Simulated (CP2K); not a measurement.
Two runs for the O K edge of chloride dihydrate. Run A: CP2K XAS_TDP, all-electron GAPW, PBEh(45%), aug-pc-1, TDA, no relativity. Run B differs in one setting.

First lines with a strength over 0.0015. A:

```
                                       atom  energy (eV)  states  strength, one atom
        O2 (bonded to 2 H, gives 2 H bonds)       528.84       1              0.0027
                                                  529.92       1              0.0045
                                                  530.33       1              0.0045
                                                  531.13       1              0.0153
                                                  531.40       1              0.0105
O3 (bonded to 2 H, gives 1 H bond, takes 1)       528.64       1              0.0120
                                                  530.27       1              0.0055
                                                  530.49       1              0.0046
                                                  530.74       1              0.0070
                                                  531.10       1              0.0068
```

B:

| atom | energy (eV) | states | strength, one atom |
| --- | --- | --- | --- |
| O2 (bonded to 2 H, gives 2 H bonds) | 534.24 | 1 | 0.0027 |
|  | 535.33 | 1 | 0.0044 |
|  | 535.74 | 1 | 0.0044 |
|  | 536.53 | 1 | 0.0151 |
|  | 536.81 | 1 | 0.0104 |
| O3 (bonded to 2 H, gives 1 H bond, takes 1) | 533.88 | 1 | 0.0119 |
|  | 535.50 | 1 | 0.0055 |
|  | 535.73 | 1 | 0.0046 |
|  | 535.98 | 1 | 0.0070 |
|  | 536.33 | 1 | 0.0068 |

Question: Which was it: the functional, the basis, scalar relativity switched on, GW2X switched on?

GW2X switched on. GW2X shifts an atom's lines together and keeps their spacings. Against PBEh(45%) in aug-pc-1, the leading lines move by +5.40 eV (O2, to 536.53) and +5.24 eV (O3, to 533.88).

[Banner, clock and machine lines of the logs are left out without a mark of their own.]

[Logs are printed without paths, hosts, clocks, repeated set-up lines and the standing remarks that a program may print on its own settings, such as how far it seeks lower states.]

[Hosts, paths, dates, database ids (printed as entryN), source tags and the programs' standing remarks are cut or masked in the printed files.]
